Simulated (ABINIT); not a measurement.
# How slowly RPA converges: KNaMg2F6 (Fm-3m)

Aim: the RPA correlation energy of KNaMg2F6 (Fm-3m) as bands and response cutoff rise.

Method: LDA and many-body steps on it, plane waves, in ABINIT 10.8.3.

## 1. Starting point

It takes space group Fm-3m (No. 225, cubic). Conventional cell: a = 8.015 Å, b = 8.015 Å, c = 8.015 Å, α = 90.00°, β = 90.00°, γ = 90.00°. K has 12 F at 2.83 Å nearest. Nearest to Na lie 12 F at 2.83 Å. Nearest to Mg lie 6 F at 2.00 Å. Nearest to F lie 2 Mg at 2.00 Å and 2 Na at 2.83 Å and 2 K at 2.83 Å. Farther neighbours and most contacts between anions are not listed.

The cell and positions are those that the Materials Project relaxed with its own functionals (PBE, PBE+U or r2SCAN), kept fixed.

## 2. Empty states on the mesh, 2×2×2 mesh, 466 bands

This step: ABINIT 10.8.3; DFT, LDA, plane waves, norm-conserving pseudopotentials.

The sums over transitions need many empty states on a uniform mesh; this step solves for them.

run.abi

```
acell 3*1.0 Angstrom
rprim 
  -0.000000000000 4.007551000000 4.007551000000
  4.007551000000 -0.000000000000 4.007551000000
  4.007551000000 4.007551000000 -0.000000000000
ntypat 4
znucl 19 11 12 9
natom 10
typat 1 2 3 3 4 4 4 4 4 4
xred 
  0.000000000000 0.000000000000 0.000000000000
  0.500000000000 0.500000000000 0.500000000000
  0.250000000000 0.250000000000 0.250000000000
  0.750000000000 0.750000000000 0.750000000000
  0.500000000000 0.500000000000 0.000000000000
  0.000000000000 0.000000000000 0.500000000000
  0.500000000000 0.000000000000 0.500000000000
  0.000000000000 0.500000000000 0.000000000000
  0.000000000000 0.500000000000 0.500000000000
  0.500000000000 0.000000000000 0.000000000000
pp_dirpath "pseudos"
pseudos "K.upf, Na.upf, Mg.upf, F.upf"
ecut 38
ngkpt 2 2 2
nshiftk 1
shiftk 0 0 0
kptopt 1
chksymbreak 0
iscf -2
irdden 1
istwfk *1
nband 466
nbdbuf 42
tolwfr 1e-09
nstep 60
prtvol 0
indata_prefix "in"
outdata_prefix "out"
tmpdata_prefix "tmp"
```

On the command line:

```sh
$ OMP_NUM_THREADS=1 mpirun -n 4 abinit run.abi > log
```

Numbers of over 12 decimals in the logs are rounded to 6 here.

The program printed:

```text
.Version 10.8.3 of ABINIT. v10.8.2 released Aug 2026.

 Symmetries : space group Fm -3 m (#225); Bravais cF (face-center cubic)
[... echo of the input left out ...]
== DATASET  1 ==================================================================
-   mpi_nproc: 4, omp_nthreads: 1 (-1 if OMP is not activated)
-    --> not optimal distribution: autoparal keyword recommended in input file <--

--- !DatasetInfo
iteration_state: {dtset: 1, }
dimensions: {natom: 10, nkpt: 3, mband: 466, nsppol: 1, nspinor: 1, nspden: 1, mpw: 9756, }
cutoff_energies: {ecut:  38.0, pawecutdg:  -1.0, }
electrons: {nelect:   8.00000000E+01, charge:   0.00000000E+00, occopt:   1.00000000E+00, tsmear:   1.00000000E-02, }

 Real(R)+Recip(G) space primitive vectors, cartesian coordinates (Bohr,Bohr^-1):
 R(1)=  0.0000000  7.5731738  7.5731738  G(1)= -0.0660225  0.0660225  0.0660225
 R(2)=  7.5731738  0.0000000  7.5731738  G(2)=  0.0660225 -0.0660225  0.0660225
 R(3)=  7.5731738  7.5731738  0.0000000  G(3)=  0.0660225  0.0660225 -0.0660225
 Unit cell volume ucvol=  8.6868790E+02 bohr^3
 Angles (23,13,12)=  6.00000000E+01  6.00000000E+01  6.00000000E+01 degrees

 getcut: wavevector=  0.0000  0.0000  0.0000  ngfft=  60  60  60
         ecut(hartree)=     38.000   => boxcut(ratio)=   2.01884

--- Pseudopotential description ------------------------------------------------
- K Generated using ONCVPSP code by D. R. Hamann
- 19.00000   9.00000  180309                  znucl, zion, pspdat
12 -1012 2 -1 2170                            pspcod,pspxc,lmax,lloc,mmax
     nproj     2     2     2
  pspatm : epsatm=    8.21740868
         --- l  ekb(1:nproj) -->
             0   10.940065    0.829722
             1    4.437415    0.568178
             2   -3.386874   -1.066382
 pspatm: atomic psp has been read  and splines computed

- Na Generated using ONCVPSP code by D. R. Hamann
- 11.00000   9.00000  180309                  znucl, zion, pspdat
12 -1012 1 -1 1968                            pspcod,pspxc,lmax,lloc,mmax
     nproj     2     2     0
  pspatm : epsatm=    9.37365322
         --- l  ekb(1:nproj) -->
[...]
pspatm: atomic psp has been read  and splines computed

- Mg Generated using ONCVPSP code by D. R. Hamann
- 12.00000  10.00000  180309                  znucl, zion, pspdat
12 -1012 1 -1 1510                            pspcod,pspxc,lmax,lloc,mmax
     nproj     2     2     0
  pspatm : epsatm=    9.23542517
         --- l  ekb(1:nproj) -->
[...]
pspatm: atomic psp has been read  and splines computed

- F Generated using ONCVPSP code by D. R. Hamann
-  9.00000   7.00000  201202                  znucl, zion, pspdat
12 -1012 2 -1 824                             pspcod,pspxc,lmax,lloc,mmax
     nproj     2     2     1
  pspatm : epsatm=    4.94580260
         --- l  ekb(1:nproj) -->
[...]
2   -2.364936
[...]
1.71E-04  2.38E-04
 -2.5930E+00 -2.5930E+00 -1.7724E+00 -1.3965E+00 -1.3965E+00 -1.3965E+00
 -1.3963E+00 -1.3963E+00 -1.3963E+00 -9.4471E-01 -7.6119E-01 -7.6119E-01
 -7.6119E-01 -7.4264E-01 -7.2310E-01 -7.2310E-01 -7.2310E-01 -7.1701E-01
[...]
4.4925E+00  4.4925E+00  4.4925E+00  4.4939E+00  4.4939E+00  4.4939E+00
  4.5309E+00  4.5309E+00  4.5310E+00  4.5375E+00  4.5472E+00  4.5473E+00
  4.5476E+00  4.5620E+00  4.5891E+00  4.5913E+00
 prteigrs : prtvol=0 or 1, do not print more k-points.

--- !ResultsGS
iteration_state: {dtset: 1, }
comment   : Summary of ground state results
lattice_vectors:
- [ -0.0000000,   7.5731738,   7.5731738, ]
- [  7.5731738,  -0.0000000,   7.5731738, ]
- [  7.5731738,   7.5731738,  -0.0000000, ]
lattice_lengths: [  10.71009,   10.71009,   10.71009, ]
lattice_angles: [ 60.000,  60.000,  60.000, ] # degrees, (23, 13, 12)
lattice_volume:   8.6868790E+02
convergence: {deltae:  0.000E+00, res2:  0.000E+00, residm:  9.960E-10, diffor:  0.000E+00, }
etotal    :  -3.42245121E+02
entropy   :   0.00000000E+00
fermie    :  -1.99186699E-02
cartesian_stress_tensor: null
pressure_GPa: null
xred      :
- [  0.0000E+00,   0.0000E+00,   0.0000E+00,  K]
- [  5.0000E-01,   5.0000E-01,   5.0000E-01, Na]
- [  2.5000E-01,   2.5000E-01,   2.5000E-01, Mg]
- [  7.5000E-01,   7.5000E-01,   7.5000E-01, Mg]
- [  5.0000E-01,   5.0000E-01,   2.6248E-17,  F]
- [  1.3124E-17,  -1.3124E-17,   5.0000E-01,  F]
- [  5.0000E-01,  -1.3124E-17,   5.0000E-01,  F]
- [ -1.3124E-17,   5.0000E-01,   1.3124E-17,  F]
- [  1.4631E-17,   5.0000E-01,   5.0000E-01,  F]
- [  5.0000E-01,  -1.3124E-17,   1.3124E-17,  F]
cartesian_forces: null
force_length_stats: {min: null, max: null, mean: null, }

 Integrated electronic density in atomic spheres:
 ------------------------------------------------
 Atom  Sphere_radius  Integrated_density
[...]
================================================================================

 ----iterations are completed or convergence reached----

 Mean square residual over all n,k,spin=   33.366E-11; max=  99.598E-11
 reduced coordinates (array xred) for   10 atoms
[...]
0.000000000000      0.500000000000      0.500000000000
       0.500000000000     -0.000000000000      0.000000000000

 cartesian coordinates (angstrom) at end:
    1      0.000000     0.000000     0.000000
    2      4.007551     4.007551     4.007551
[...]
9      4.007551     2.003776     2.003776
   10      0.000000     2.003776     2.003776
 length scales=  1.889726125908  1.889726125908  1.889726125908 bohr
              =  1.000000000000  1.000000000000  1.000000000000 angstroms
 prteigrs : about to open file out_EIG
 Eigenvalues (hartree) for nkpt=   3  k points:
 kpt#   1, nband=466, wtk=  0.12500, kpt=  0.0000  0.0000  0.0000 (reduced coord)
[...]
4.48461    4.48461    4.49251    4.49251    4.49252    4.49389    4.49389    4.49390
   4.53089    4.53093    4.53102    4.53748    4.54721    4.54727    4.54755    4.56200
   4.58907    4.59129
 prteigrs : prtvol=0 or 1, do not print more k-points.

== END DATASET(S) ==============================================================
================================================================================

 -outvars: echo values of variables after computation  --------
            nband         466
             nkpt           3
          spgroup         225
 [... the other variables as echoed above ...]

 Calculation completed.
```

It took 8.8 min on 4 MPI ranks of Arm Neoverse N1, shared host; peak memory 0.69 GiB; 35 min of CPU time.

This step gave:

| Quantity | Value |
| --- | --- |
| gap | 6.001 eV |
| k of the valence top | 0, 0, 0 |
| k of the conduction bottom | 0, 0, 0 |
| least direct gap | 6.001 eV |
| k points computed | 3 |
| lowest point of the top converged band, above the valence top | 115.9390 eV |

On this mesh the gap is 6.001 eV.

The density comes from a self-consistent run that is not shown.

## 3. RPA energy: 2×2×2 mesh, 103 bands, screening to 43.5 eV

The RPA dielectric matrix is built and inverted for each q.

This step: RPA screening on LDA, plane waves, norm-conserving pseudopotentials.

run.abi, as its differences from that of step 2:

```diff
@@ -28,10 +28,15 @@
 chksymbreak 0
-iscf -2
-irdden 1
 istwfk *1
-nband 466
-nbdbuf 42
-tolwfr 1e-09
-nstep 60
-prtvol 0
+occopt 1
+irdwfk 1
+optdriver 3
+nband 103
+ecuteps 1.6
+inclvkb 2
+awtr 1
+symchi 1
+gwcalctyp 1
+nfreqre 0
+nfreqim 8
+gwrpacorr 1
 indata_prefix "in"
```

The program printed:

```text
.Version 10.8.3 of ABINIT. v10.8.2 released Aug 2026.

 Symmetries : space group Fm -3 m (#225); Bravais cF (face-center cubic)
[... echo of the input left out ...]
== DATASET  1 ==================================================================
-   mpi_nproc: 4, omp_nthreads: 1 (-1 if OMP is not activated)

--- !DatasetInfo
iteration_state: {dtset: 1, }
dimensions: {natom: 10, nkpt: 3, mband: 103, nsppol: 1, nspinor: 1, nspden: 1, mpw: 9756, }
cutoff_energies: {ecut:  38.0, pawecutdg:  -1.0, }
electrons: {nelect:   8.00000000E+01, charge:   0.00000000E+00, occopt:   1.00000000E+00, tsmear:   1.00000000E-02, }

 SCREENING: Calculation of the susceptibility and dielectric matrices

 Based on a program developped by R.W. Godby, V. Olevano, G. Onida, and L. Reining.
 Incorporated in ABINIT by V. Olevano, G.-M. Rignanese, and M. Torrent.
.Using double precision arithmetic ; gwpc =  8

[... cell and pseudopotentials left out ...]
--------------------------------------------------------------------------------

 ==== K-mesh for the wavefunctions ====
 Number of points in the irreducible wedge :     3
[... list of points left out ...]
 Together with 48 symmetry operations and time-reversal symmetry
 yields     8 points in the full Brillouin Zone.

 ==== Q-mesh for the screening function ====
 Number of points in the irreducible wedge :     3
[... list of points left out ...]
 Together with 48 symmetry operations and time-reversal symmetry
 yields     8 points in the full Brillouin Zone.

 setmesh: FFT mesh size selected  =    36x   36x   36
          total number of points  =        46656

 vcoul_init : cutoff-mode = AUXILIARY_FUNCTION
 q-points for optical limit:   1
     1)      0.000010    0.000020    0.000030

- screening: taking advantage of time-reversal symmetry
- Maximum band index for partially occupied states nbvw = 40
- Remaining bands to be divided among processors   nbcw = 63
- Number of bands treated by each node ~15

 Number of electrons calculated from density =   80.0000; Expected =   80.0000
 average of density, n =  0.092093
 r_s =    1.3737
 omega_plasma =   29.2731 [eV]

 calculating chi0 at frequencies [eV] :
  1    0.000000E+00    0.000000E+00
  2    0.000000E+00    1.343289E+03
  3    0.000000E+00    2.404413E+02
[...]
8    0.000000E+00    3.079585E+00
  9    0.000000E+00    5.512287E-01

--------------------------------------------------------------------------------
  q-point number  1        q = ( 0.000000, 0.000000, 0.000000) [r.l.u.]
--------------------------------------------------------------------------------
[... chi0 elements left out ...]
  [... further frequencies ...]

 For q-point:  0.000010 0.000020 0.000030
  dielectric constant =   1.9687
  dielectric constant without local fields =   2.0506

  Average fulfillment of the sum rule on Im[epsilon] for q-point    1 :     27.63  [%]
[... wings left out ...]
  q-point number  2        q = ( 0.500000, 0.000000, 0.000000) [r.l.u.]
--------------------------------------------------------------------------------
[... chi0 elements left out ...]
  [... further frequencies ...]

  Average fulfillment of the sum rule on Im[epsilon] for q-point    2 :     31.84  [%]

 [... 1 further q-points ...]
```

The job ended after 44 s (4 MPI ranks; peak memory 1.4 GiB).

This step gave:

```yaml
eps_infinity_with_local_fields_on_this_mesh_along_the_program_s_q_direction: 1.969
the_same_without_local_fields: 2.051
plasma_frequency: 29.27 eV
plane_waves_in_the_screening_matrix: 65
rpa_correlation_energy: -10.59 eV
```

Local fields lower ε∞ by 4 %. On a Γ-centred mesh this coarse the value itself is usually too large, while a short band sum pulls it down.

## 4. RPA energy: 2×2×2 mesh, 175 bands, screening to 70.7 eV

run.abi, as its differences from that of step 3:

```diff
@@ -32,4 +32,4 @@
 optdriver 3
-nband 103
-ecuteps 1.6
+nband 175
+ecuteps 2.6
 inclvkb 2
```

The program printed:

```text
.Version 10.8.3 of ABINIT. v10.8.2 released Aug 2026.

 Symmetries : space group Fm -3 m (#225); Bravais cF (face-center cubic)
[... echo of the input left out ...]
== DATASET  1 ==================================================================
-   mpi_nproc: 4, omp_nthreads: 1 (-1 if OMP is not activated)

--- !DatasetInfo
iteration_state: {dtset: 1, }
dimensions: {natom: 10, nkpt: 3, mband: 175, nsppol: 1, nspinor: 1, nspden: 1, mpw: 9756, }
cutoff_energies: {ecut:  38.0, pawecutdg:  -1.0, }
electrons: {nelect:   8.00000000E+01, charge:   0.00000000E+00, occopt:   1.00000000E+00, tsmear:   1.00000000E-02, }

 SCREENING: Calculation of the susceptibility and dielectric matrices

 Based on a program developped by R.W. Godby, V. Olevano, G. Onida, and L. Reining.
 Incorporated in ABINIT by V. Olevano, G.-M. Rignanese, and M. Torrent.
.Using double precision arithmetic ; gwpc =  8

[... cell and pseudopotentials left out ...]
--------------------------------------------------------------------------------

 ==== K-mesh for the wavefunctions ====
 Number of points in the irreducible wedge :     3
[...]
- Number of bands treated by each node ~33

 Number of electrons calculated from density =   80.0000; Expected =   80.0000
 average of density, n =  0.092093
 r_s =    1.3737
 omega_plasma =   29.2731 [eV]

 calculating chi0 at frequencies [eV] :
  1    0.000000E+00    0.000000E+00
  2    0.000000E+00    1.343289E+03
  3    0.000000E+00    2.404413E+02
[...]
8    0.000000E+00    3.079585E+00
  9    0.000000E+00    5.512287E-01

--------------------------------------------------------------------------------
  q-point number  1        q = ( 0.000000, 0.000000, 0.000000) [r.l.u.]
--------------------------------------------------------------------------------
[... chi0 elements left out ...]
  [... further frequencies ...]

 For q-point:  0.000010 0.000020 0.000030
  dielectric constant =   1.9954
  dielectric constant without local fields =   2.1066

  Average fulfillment of the sum rule on Im[epsilon] for q-point    1 :     43.77  [%]
[... wings left out ...]
  q-point number  2        q = ( 0.500000, 0.000000, 0.000000) [r.l.u.]
--------------------------------------------------------------------------------
[... chi0 elements left out ...]
  [... further frequencies ...]

  Average fulfillment of the sum rule on Im[epsilon] for q-point    2 :     47.80  [%]

 [... 1 further q-points ...]
```

Wall time 1.7 min (4 MPI ranks); peak memory 1.8 GiB; 6.7 min of CPU time.

Numbers from this step:

```
ε∞ with local fields, on this mesh, along the program's q direction : 1.995
the same without local fields                                       : 2.107
plasma frequency                                                    : 29.27 eV
plane waves in the screening matrix                                 : 169
RPA correlation energy                                              : -25.46 eV
```

(Part 1 of 2 ends here.)

[Paths, hosts, dates, memory and timing lines, banners, echoed tables and standing remarks are left out of the program output.]

[Logs are printed without paths, hosts, clocks, repeated set-up lines and the standing remarks that a program may print on its own settings, such as how far it seeks lower states.]

[Runs of the session that timed out or met a known fault of the program may be left out.]

[Hosts, paths, dates, database ids (printed as entryN), source tags and the programs' standing remarks are cut or masked in the printed files.]

[G0W0 gaps are taken among the corrected bands and points alone; a level outside them can change the order at an edge.]

[Where Ansatz stands beside ABINIT at settings called matched, ABINIT's density can come from a denser mesh and the files from another edition; pairs whose starting gaps differed by over 0.03 eV were left out, so agreement reads better than it is.]
